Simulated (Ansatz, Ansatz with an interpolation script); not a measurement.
## Tl2SnCl6 (Fm-3m): what limits a Wannier interpolation of GW

Wanted: errors and cost of interpolated bands of Tl2SnCl6 (Fm-3m) under coarser or faulty settings.

Method: maximally localised Wannier functions, LDA, plane waves, PAW; PAW set soft_1, in Ansatz 0.2.0.

Report form: the programs' logs are mostly left out.

The database entry behind the starting cell is an old determination (1935), so it need not match the best structure at ambient conditions.

## 1. The structure

The structure is cubic, space group Fm-3m (No. 225). Conventional cell: a = 9.970 Å, b = 9.970 Å, c = 9.970 Å, α = 90.00°, β = 90.00°, γ = 90.00°. Nearest to Tl lie 12 Cl at 3.53 Å. Sn has 6 Cl at 2.39 Å nearest. Nearest to Cl lie 1 Sn at 2.39 Å. Farther neighbours and most contacts between anions are not listed.

As a file:

```cif
data_structure
_symmetry_space_group_name_H-M 'Fm-3m'
_symmetry_Int_Tables_number 225
_cell_length_a 9.9700
_cell_length_b 9.9700
_cell_length_c 9.9700
_cell_angle_alpha 90.000
_cell_angle_beta 90.000
_cell_angle_gamma 90.000
_cell_volume 991.03
loop_
_atom_site_label
_atom_site_type_symbol
_atom_site_symmetry_multiplicity
_atom_site_Wyckoff_symbol
_atom_site_fract_x
_atom_site_fract_y
_atom_site_fract_z
_atom_site_occupancy
Tl1 Tl 8 c 0.25000 0.75000 0.75000 1
Sn1 Sn 4 a 0.00000 0.00000 0.00000 1
Cl1 Cl 24 e 0.24000 0.00000 0.00000 1
```

The cell and positions come from the Crystallography Open Database and are kept as given unless a step says otherwise. Spin-orbit coupling is left out unless a step names it.

## 2. Wannier model on 8×8×8

Localised functions give a small Hamiltonian that interpolates between mesh points at no cost.

input.yaml reads:

```yaml
crystal:
  lattice:
    - [0.0, 4.985, 4.985]
    - [4.985, 0.0, 4.985]
    - [4.985, 4.985, 0.0]
  atoms:
    - { symbol: Tl, position: [0.25, 0.25, 0.25] }
    - { symbol: Tl, position: [0.75, 0.75, 0.75] }
    - { symbol: Sn, position: [0.0, 0.0, 0.0] }
    - { symbol: Cl, position: [0.76, 0.24, 0.24] }
    - { symbol: Cl, position: [0.24, 0.76, 0.24] }
    - { symbol: Cl, position: [0.24, 0.76, 0.76] }
    - { symbol: Cl, position: [0.76, 0.24, 0.76] }
    - { symbol: Cl, position: [0.24, 0.24, 0.76] }
    - { symbol: Cl, position: [0.76, 0.76, 0.24] }
kpoints:
  mp_grid: { grid: [4, 4, 4] }
hamiltonian:
  xc: lda
  pseudopotentials: { kind: paw, azcp: { folder: soft_1 }, xc_functional: pbe }
scf:
  occupations: { method: fixed }
  n_extra_bands: 131
output:
  wannier:
    kmesh: [8, 8, 8]
    projections:
      - { species: Cl, l: p, shell: 3 }
      - { species: Tl, l: s, shell: 6 }
      - { species: Tl, l: p, shell: 6 }
    minimise: true
    write_hr: true
    seedname: w
    conv_tol: 1.0e-06
    max_iter: 20000
    stability_check: false
    disentanglement:
      window: [-1.17, 11.43]
      frozen_window: [-1.17, 8.43]
      conv_tol: 1.0e-08
```

Run with:

```sh
> ansatz run input.yaml --threads 2 --pin off --max-ram 92160MiB --backend cuda --events-out ev --progress --plain --runs-dir out --devices 1 --max-vram 13GiB
```

It took 33 s on 1 × NVIDIA H100 80GB HBM3 (shared by 6 runs) with 2 threads of AMD EPYC 7R13 (Zen 3), shared host; peak memory 2.8 GiB; 45 s of CPU time.

Numbers from this step:

```yaml
gauge_invariant_spread: 52.61 Å²
diagonal_spread: 0.003605 Å²
off_diagonal_spread: 8.397 Å²
total_spread: 61.01 Å²
least_projectability: 0.2329
localisation_steps: 39
disentanglement_steps: 104
r_m_s_interpolation_error: 1.50e-4 eV
r_m_s_error_near_the_gap: 1.76e-4 eV
```

Near the gap the model misses directly solved bands by 0.2 meV r.m.s. and by 4 meV at most in the window tested. This tests the starting bands, not the corrections carried with them.

## 3. Wannier model on 4×4×4

input.yaml, as its differences from that of step 2:

```diff
@@ -25,3 +25,3 @@
   wannier:
-    kmesh: [8, 8, 8]
+    kmesh: [4, 4, 4]
     projections:
```

It took 14 s on 1 × NVIDIA H100 80GB HBM3 (shared by 6 runs) with 2 threads; peak memory 1.2 GiB.

This step gave:

```
gauge-invariant spread     : 50.03 Å²
diagonal spread            : 0.003008 Å²
off-diagonal spread        : 8.498 Å²
total spread               : 58.53 Å²
least projectability       : 0.2333
localisation steps         : 19
disentanglement steps      : 35
r.m.s. interpolation error : 0.001645 eV
r.m.s. error near the gap  : 0.001922 eV
```

Near the gap the model misses directly solved bands by 1.9 meV r.m.s. and by 27 meV at most in the window tested. This tests the starting bands, not the corrections carried with them.

Frozen up to 5.46 eV; above it the model need not follow the bands. The electronic bands at the labelled points (eV, zero at the valence-band top; v1 is the highest filled band, c1 the lowest empty one):

| point | v4 | v3 | v2 | v1 | c1 | c2 | c3 | c4 |
| --- | --- | --- | --- | --- | --- | --- | --- | --- |
| Γ | -0.64 | -0.01 | -0.01 | -0.01 | 2.66 | 6.25 | 6.25 | 6.25 |
| halfway | -0.52 | -0.34 | -0.34 | 0.00 | 3.30 | 4.98 | 5.59 | 5.68 |
| X | -0.67 | -0.65 | -0.15 | 0.00 | 3.76 | 4.13 | 4.87 | 5.27 |
| halfway | -0.62 | -0.62 | -0.18 | -0.04 | 3.79 | 4.19 | 4.92 | 5.18 |
| U | -0.56 | -0.52 | -0.28 | -0.14 | 3.82 | 4.38 | 4.97 | 5.06 |
| jump to K | -0.56 | -0.52 | -0.28 | -0.14 | 3.82 | 4.38 | 4.97 | 5.06 |
| halfway | -0.50 | -0.27 | -0.23 | -0.15 | 3.33 | 5.10 | 5.27 | 5.49 |
| Γ | -0.64 | -0.01 | -0.01 | -0.01 | 2.66 | 6.25 | 6.25 | 6.25 |
| halfway | -0.64 | -0.15 | -0.15 | -0.12 | 3.15 | 5.28 | 5.31 | 6.04 |
| L | -0.46 | -0.29 | -0.27 | -0.27 | 3.63 | 4.44 | 4.49 | 5.84 |
| halfway | -0.50 | -0.42 | -0.31 | -0.29 | 3.75 | 4.57 | 4.66 | 5.33 |
| W | -0.38 | -0.38 | -0.31 | -0.31 | 3.85 | 4.58 | 4.71 | 5.17 |
| halfway | -0.62 | -0.56 | -0.21 | -0.09 | 3.81 | 4.26 | 4.97 | 5.08 |
| X | -0.67 | -0.65 | -0.15 | 0.00 | 3.76 | 4.13 | 4.87 | 5.27 |

The same for Kohn-Sham, solved directly:

```csv
point,v4,v3,v2,v1,c1,c2,c3,c4
Γ,-0.64,-0.01,-0.01,-0.01,2.66,6.25,6.25,6.25
X,-0.67,-0.65,-0.15,0.00,3.76,4.13,4.87,5.27
U,-0.56,-0.51,-0.28,-0.14,3.83,4.38,4.97,5.06
K,-0.56,-0.51,-0.28,-0.14,3.83,4.38,4.97,5.06
Γ,-0.64,-0.01,-0.01,-0.01,2.66,6.25,6.25,6.25
L,-0.46,-0.29,-0.27,-0.27,3.63,4.44,4.49,5.84
W,-0.38,-0.38,-0.31,-0.31,3.85,4.58,4.71,5.17
X,-0.67,-0.65,-0.15,0.00,3.76,4.13,4.87,5.27
```

## 4. A faulty Wannier input

input.yaml, as its differences from that of step 3:

```diff
@@ -38,3 +38,3 @@
       window: [-1.17, 11.43]
-      frozen_window: [-1.17, 8.43]
+      frozen_window: [-1.17, 10.93]
       conv_tol: 1.0e-08
```

The job ended after 18 s (1 × NVIDIA H100 80GB HBM3 (shared by 6 runs) with 2 threads; peak memory 1.2 GiB).

The run ended with an error after its SCF cycle had converged; no result of it is taken.

The fault put into this input: a frozen window with more states than functions.

## 5. G0W0: 4×4×4 mesh, 1033 empty bands, screening to 150 eV, PAW set soft_1 files

Now the one-shot GW correction: screening in the RPA, then the self-energy of the levels asked for.

This step: G0W0 on LDA, plane waves, PAW; PAW set soft_1.

input.yaml, the sections that differ from step 4:

```yaml
scf:
  occupations: { method: fixed }
gw:
  n_empty_bands: 1033
  ecut_chi: 150.0
  qp_bands: [v19, c7]
  screening: { model: contour_deformation }
# crystal, kpoints, hamiltonian: as in step 4
# output: removed
```

It took 1.8 min on 1 × NVIDIA H100 80GB HBM3 (shared by 6 runs) with 2 threads; peak memory 2.8 GiB.

The G0W0 gap on the mesh is 4.806 eV.

## 6. G0W0: 2×2×2 mesh, 1033 empty bands, screening to 150 eV, PAW set soft_1 files

input.yaml, as its differences from that of step 5:

```diff
@@ -16,3 +16,3 @@
 kpoints:
-  mp_grid: { grid: [4, 4, 4] }
+  mp_grid: { grid: [2, 2, 2] }
 hamiltonian:
```

Run time: 21 s. Hardware: 1 × NVIDIA H100 80GB HBM3 (shared by 6 runs) with 2 threads; peak memory 2 GiB.

The G0W0 gap on the mesh is 4.773 eV.

## 7. G0W0: 4×4×4 mesh, 480 empty bands, screening to 90 eV, PAW set soft_1 files

input.yaml, as its differences from that of step 6:

```diff
@@ -16,3 +16,3 @@
 kpoints:
-  mp_grid: { grid: [2, 2, 2] }
+  mp_grid: { grid: [4, 4, 4] }
 hamiltonian:
@@ -23,4 +23,4 @@
 gw:
-  n_empty_bands: 1033
-  ecut_chi: 150.0
+  n_empty_bands: 480
+  ecut_chi: 90
   qp_bands: [v19, c7]
```

The job ended after 31 s (1 × NVIDIA H100 80GB HBM3 (shared by 6 runs) with 2 threads; peak memory 1.8 GiB; 40 s of CPU time).

The G0W0 gap on the mesh is 4.782 eV.

## 8. G0W0: 4×4×4 mesh, 1033 empty bands, screening to 150 eV, plasmon pole, PAW set soft_1 files

input.yaml, as its differences from that of step 7:

```diff
@@ -23,5 +23,5 @@
 gw:
-  n_empty_bands: 480
-  ecut_chi: 90
+  n_empty_bands: 1033
+  ecut_chi: 150.0
   qp_bands: [v19, c7]
-  screening: { model: contour_deformation }
+  screening: { model: godby_needs }
```

It took 5.8 min on 1 × NVIDIA H100 80GB HBM3 (shared by 6 runs) with 2 threads; peak memory 9.5 GiB.

The G0W0 gap on the mesh is 4.930 eV.

## 9. Interpolated results

Times are wall times on 1 × NVIDIA H100 80GB HBM3 (shared by 6 runs) with 2 threads of AMD EPYC 7R13 (Zen 3), shared host, good to a factor of about two.

```csv
GW mesh,empty bands,cutoff (eV),frequency,gap on mesh (eV),gap over zone (eV),direct gap (eV),valence width (eV),GW time
4×4×4,1033,150,contour deformation,4.806,4.806,4.814,4.053,1.8 min
2×2×2,1033,150,contour deformation,4.773,4.780,4.786,4.056,21 s
4×4×4,480,90,contour deformation,4.782,4.782,4.790,4.097,31 s
4×4×4,1033,150,plasmon pole,4.930,4.930,4.939,4.211,5.8 min
```

## 10. What came out

```yaml
4x4x4_mesh_1033_empty_bands_screening_to_150_ev_paw_set_soft_1_files: 4.81 eV
2x2x2_mesh_1033_empty_bands_screening_to_150_ev_paw_set_soft_1_files: 4.78 eV
4x4x4_mesh_480_empty_bands_screening_to_90_ev_paw_set_soft_1_files: 4.78 eV
4x4x4_mesh_1033_empty_bands_screening_to_150_ev_plasmon_pole_paw_set_soft_1_files: 4.93 eV
```

**Reading.** The largest change, +0.12 eV in the gap over the zone, comes with 4×4×4 mesh, 1033 empty bands, screening to 150 eV, plasmon pole, PAW set soft_1 files. The first run is a reference, not a converged one, and where a row moves several settings no single cause can be named. Rows on another GW mesh add that mesh's corrections to the bands of the one model. Coarser Wannier mesh (4×4×4): the miss near the gap goes from under 1 (the model on 8×8×8) to 2 meV and the total spread from 61.0 to 58.5 Å². With 2×2×2 mesh, 1033 empty bands, screening to 150 eV, PAW set soft_1 files the gap over the zone moves by −0.03 eV and that on the mesh by −0.03 eV. With 4×4×4 mesh, 480 empty bands, screening to 90 eV, PAW set soft_1 files the gap over the zone moves by −0.02 eV and that on the mesh by −0.02 eV. With 4×4×4 mesh, 1033 empty bands, screening to 150 eV, plasmon pole, PAW set soft_1 files the gap over the zone moves by +0.12 eV and that on the mesh by +0.12 eV. Gaps over the zone and on the mesh differ where an edge lies off the mesh, or where a GW run starts from another density: the starting gap over the zone is 2.659 eV, on the GW meshes it is 2.659 eV and 2.651 eV. The many-body steps are scalar-relativistic: spin-orbit coupling is not in them.

[Paths, hosts, dates, memory and timing lines, banners, echoed tables and standing remarks are left out of the program output.]

[Logs are printed without paths, hosts, clocks, repeated set-up lines and the standing remarks that a program may print on its own settings, such as how far it seeks lower states.]

[Runs of the session that timed out or met a known fault of the program may be left out.]

[Hosts, paths, dates, database ids (printed as entryN), source tags and the programs' standing remarks are cut or masked in the printed files.]
